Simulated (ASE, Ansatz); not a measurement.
## Neighbourhoods of single atoms in (16,16) 1T-TiS2 nanotube (288 atoms)

The cell holds 288 atoms: 96 Ti and 192 S. Its edges and angles: a = 44.870 Å, b = 44.870 Å, c = 10.230 Å, α = 90.0°, β = 90.0°, γ = 90.0°. It derives from TiS2 (1T-TiS2). 1T-TiS2 sheet (a = 3.41 Å) rolled into a (16,16) tube of diameter 30.08 Å, 3 periods, 12 Å of vacuum; not relaxed, displaced by a Gaussian of 0.02 Å. Vacuum lies along a and b. The structure repeats along c.

Computed with Ansatz 0.2.0: Kohn-Sham DFT, PBE+D3(BJ), PAW (set soft_2), plane waves; cutoff 420 eV, Γ point, fermi-dirac smearing of 0.025 eV. Geometry: the geometry as built.

The whole cell was solved; only parts of it are printed.

A closer look about Ti226, which bears the longest force: 23 atoms, nearest first, numbered in the order of the input, with positions taken from that point.

| atom | x | y | z | distance (Å) | bonds | Löwdin charge (e) | Fx | Fy | Fz (eV/Å) |
| --- | --- | --- | --- | --- | --- | --- | --- | --- | --- |
| Ti226 | 0.00 | 0.00 | 0.00 | 0.00 | 6 | 0.78 | -0.75 | 1.05 | 0.57 |
| S228 | -0.65 | -2.23 | 0.00 | 2.33 | 3 | -0.28 | 0.19 | -0.48 | 0.22 |
| S129 | 1.50 | -0.70 | -1.69 | 2.37 | 3 | -0.25 | 0.42 | -0.45 | -0.23 |
| S225 | 1.51 | -0.69 | 1.73 | 2.40 | 3 | -0.27 | 0.16 | -0.33 | -0.19 |
| S227 | -1.68 | 0.59 | -1.71 | 2.46 | 3 | -0.35 | 0.23 | -0.53 | -0.06 |
| S35 | -1.71 | 0.63 | 1.67 | 2.47 | 3 | -0.38 | 0.55 | -0.90 | 0.08 |
| S224 | 1.06 | 2.26 | 0.02 | 2.50 | 3 | -0.35 | 0.24 | -0.46 | 0.04 |
| Ti127 | 2.57 | 1.37 | -1.69 | 3.36 | 6 | 0.80 | -0.04 | 1.18 | -0.52 |
| Ti130 | -0.03 | 0.02 | -3.39 | 3.39 | 6 | 0.79 | -0.46 | 0.92 | -0.24 |
| Ti229 | -2.30 | -1.84 | -1.70 | 3.40 | 6 | 0.78 | -0.80 | 0.92 | -0.07 |
| Ti223 | 2.58 | 1.42 | 1.72 | 3.41 | 6 | 0.79 | -0.27 | 0.79 | -0.06 |
| Ti34 | -0.03 | 0.01 | 3.43 | 3.43 | 6 | 0.79 | -0.49 | 0.80 | 0.23 |
| Ti37 | -2.29 | -1.86 | 1.75 | 3.43 | 6 | 0.79 | -0.63 | 1.18 | -0.35 |
| S222 | 3.94 | 0.36 | 0.05 | 3.96 | 3 | -0.28 | 0.17 | -0.07 | -0.04 |
| S132 | -0.66 | -2.24 | -3.38 | 4.11 | 3 | -0.28 | 0.19 | -0.29 | -0.22 |
| S36 | -0.65 | -2.28 | 3.42 | 4.16 | 3 | -0.28 | 0.14 | -0.07 | 0.20 |
| S32 | 1.03 | 2.26 | 3.44 | 4.24 | 3 | -0.34 | 0.24 | -0.39 | -0.05 |
| S128 | 1.05 | 2.28 | -3.42 | 4.24 | 3 | -0.37 | 0.28 | -0.66 | 0.35 |
| S230 | -4.06 | -1.64 | 0.01 | 4.38 | 3 | -0.37 | 0.52 | -0.51 | 0.10 |
| S231 | -2.45 | -4.18 | -1.71 | 5.13 | 3 | -0.27 | 0.08 | -0.43 | 0.15 |
| S39 | -2.47 | -4.16 | 1.74 | 5.14 | 3 | -0.27 | 0.25 | -0.68 | -0.21 |
| S126 | 3.95 | 0.39 | -3.40 | 5.23 | 3 | -0.30 | -0.12 | -0.09 | 0.08 |
| S30 | 3.93 | 0.37 | 3.43 | 5.23 | 3 | -0.28 | 0.28 | 0.08 | -0.03 |

The column of bonds counts only the pairs S-Ti within 3.10 Å; other neighbours, such as metal atoms beside each other in a compound, aren't counted, and periodic images can show an atom twice.

The surroundings of S288, whose charge lies farthest from its element's mean, nearest first, numbered as they follow in the input and with coordinates relative to it.

```
 atom      x      y      z  distance (Å)  bonds  Löwdin charge (e)     Fx     Fy  Fz (eV/Å)
 S288   0.00   0.00   0.00          0.00      3              -0.24  -0.78   0.48      -0.16
Ti286   1.12  -2.01  -0.04          2.30      6               0.77   0.98  -0.62       0.14
  Ti1   1.44   0.86   1.64          2.35      6               0.78   0.56   0.33       0.31
Ti193   1.42   0.94  -1.73          2.42      6               0.79   0.91  -0.08      -0.39
 S285  -0.47  -2.62   1.66          3.14      3              -0.28  -0.16   0.34       0.16
 S189  -0.47  -2.61  -1.73          3.16      3              -0.28  -0.17   0.15      -0.26
   S3  -0.13   2.71   1.67          3.19      3              -0.31   0.08   0.00      -0.03
 S195  -0.17   2.68  -1.72          3.19      3              -0.28   0.11   0.15      -0.16
  S96  -0.03   0.03   3.37          3.37      3              -0.29  -0.04  -0.04       0.27
  S95   2.69  -1.23   1.66          3.40      3              -0.35  -0.32   0.06       0.01
 S192  -0.03   0.06  -3.42          3.42      3              -0.28  -0.06  -0.30       0.01
 S194   2.79   1.99   0.02          3.43      3              -0.34  -0.35   0.14      -0.27
 S287   2.75  -1.22  -1.70          3.46      3              -0.37  -0.84   0.09      -0.28
Ti196   1.17   3.86  -0.03          4.03      6               0.79   0.21  -0.13       0.55
Ti190   1.17  -2.04  -3.40          4.13      6               0.80   0.64  -0.06       0.21
 Ti94   1.18  -2.04   3.41          4.15      6               0.80   0.58  -0.19       0.00
 S284   1.96  -4.34  -0.02          4.76      3              -0.34  -0.23   0.04      -0.05
   S2   2.83   1.99   3.35          4.81      3              -0.37  -0.74   0.05       0.45
  S98   2.83   2.03  -3.45          4.91      3              -0.37  -0.78  -0.15       0.28
Ti283   0.28  -4.83   1.64          5.11      6               0.78   0.70  -0.47       0.43
Ti187   0.29  -4.87  -1.70          5.17      6               0.79   0.67  -0.53      -0.34
Ti100   1.16   3.85  -3.41          5.27      6               0.79   0.66   0.01       0.14
 S282  -1.38  -5.09  -0.01          5.27      3              -0.26  -0.53   0.08      -0.17
  Ti4   1.16   3.83   3.46          5.29      6               0.80   0.70  -0.13      -0.32
 Ti97   1.42   0.91   5.08          5.35      6               0.80   0.88  -0.22      -0.26
 S198  -0.75   5.32  -0.05          5.37      3              -0.29   0.21   0.02       0.22
 Ti97   1.42   0.91  -5.15          5.42      6               0.80   0.88  -0.22      -0.26
```

The column of bonds counts only the pairs S-Ti within 3.10 Å; other neighbours, such as metal atoms beside each other in a compound, aren't counted, and periodic images can show an atom twice.

Local excerpt of 27 atoms (numbers count through the whole input) about S48, picked at random; x, y, z are measured from there.

```csv
atom,x,y,z,distance (Å),bonds,Löwdin charge (e),Fx,Fy,Fz (eV/Å)
S48,0.00,0.00,0.00,0.00,3,-0.27,0.31,-0.10,0.05
Ti46,-1.17,2.04,0.02,2.35,6,0.78,-1.13,0.25,-0.20
Ti241,-1.46,-0.88,-1.67,2.39,6,0.78,-1.14,0.32,-0.08
Ti49,-1.47,-0.90,1.70,2.42,6,0.79,-0.61,0.13,0.40
S51,0.06,-2.64,-1.66,3.12,3,-0.26,0.51,-0.25,-0.07
S45,0.47,2.63,-1.65,3.14,3,-0.28,0.08,-0.19,-0.27
S141,0.40,2.66,1.68,3.17,3,-0.26,0.67,-0.46,0.27
S147,0.10,-2.69,1.71,3.18,3,-0.28,0.05,0.19,0.28
S240,-0.01,0.00,-3.38,3.38,3,-0.28,0.27,0.06,-0.03
S144,0.03,0.05,3.40,3.40,3,-0.29,0.05,-0.40,-0.11
S47,-2.74,1.25,1.72,3.46,3,-0.35,0.56,-0.14,0.03
S50,-2.86,-1.95,0.02,3.47,3,-0.34,0.56,-0.05,-0.12
S239,-2.77,1.27,-1.69,3.48,3,-0.37,0.80,-0.10,-0.03
Ti52,-1.18,-3.81,-0.01,3.99,6,0.79,-0.88,-0.37,-0.11
Ti238,-1.15,2.06,-3.39,4.13,6,0.79,-1.16,0.12,0.22
Ti142,-1.16,2.05,3.43,4.16,6,0.78,-1.16,0.12,-0.17
S44,-2.02,4.39,0.03,4.83,3,-0.35,0.66,-0.16,-0.12
S242,-2.86,-1.96,-3.41,4.86,3,-0.36,0.70,0.10,-0.07
S146,-2.87,-1.99,3.40,4.87,3,-0.36,0.86,0.07,0.04
Ti43,-0.31,4.84,-1.67,5.13,6,0.79,-0.81,0.45,-0.18
Ti139,-0.30,4.84,1.72,5.15,6,0.78,-1.13,0.80,0.23
Ti244,-1.16,-3.81,-3.38,5.23,6,0.79,-1.19,-0.01,-0.30
Ti148,-1.18,-3.81,3.43,5.26,6,0.80,-0.92,0.13,-0.16
S54,0.70,-5.24,0.00,5.29,3,-0.29,0.05,-0.08,-0.12
S42,1.38,5.13,0.02,5.31,3,-0.27,0.41,-0.22,-0.08
Ti145,-1.46,-0.87,-5.09,5.36,6,0.79,-1.01,0.13,0.05
Ti145,-1.46,-0.87,5.14,5.42,6,0.79,-1.01,0.13,0.05
```

The column of bonds counts only the pairs S-Ti within 3.10 Å; other neighbours, such as metal atoms beside each other in a compound, aren't counted, and periodic images can show an atom twice.

Length of the force by element:

| element | coordination | atoms | mean length of the force (eV/Å) | spread | least | most |
| --- | --- | --- | --- | --- | --- | --- |
| S | all | 192 | 0.550 | 0.244 | 0.0534 | 1.08 |
| Ti | all | 96 | 0.965 | 0.225 | 0.487 | 1.41 |

Löwdin charges by element (they lack the spilled electrons, 0.052 e an atom on average):

```
element  coordination  atoms  mean charge (e)  spread   least    most
      S           all    192           -0.318  0.0419  -0.379  -0.244
     Ti           all     96            0.791  0.0071   0.770   0.811
```

The main run has no spin polarisation, so moments on Ti can't form in it, and no Hubbard term. Only the Γ point is sampled, in a cell whose periodic width is 10 Å, which is coarse for a cell with partly filled levels. The Löwdin charges lack the electrons that the projection spills, 0.052 e an atom on average.

[Logs are printed without paths, hosts, clocks, repeated set-up lines and the standing remarks that a program may print on its own settings, such as how far it seeks lower states.]

[Hosts, paths, dates, database ids (printed as entryN), source tags and the programs' standing remarks are cut or masked in the printed files.]
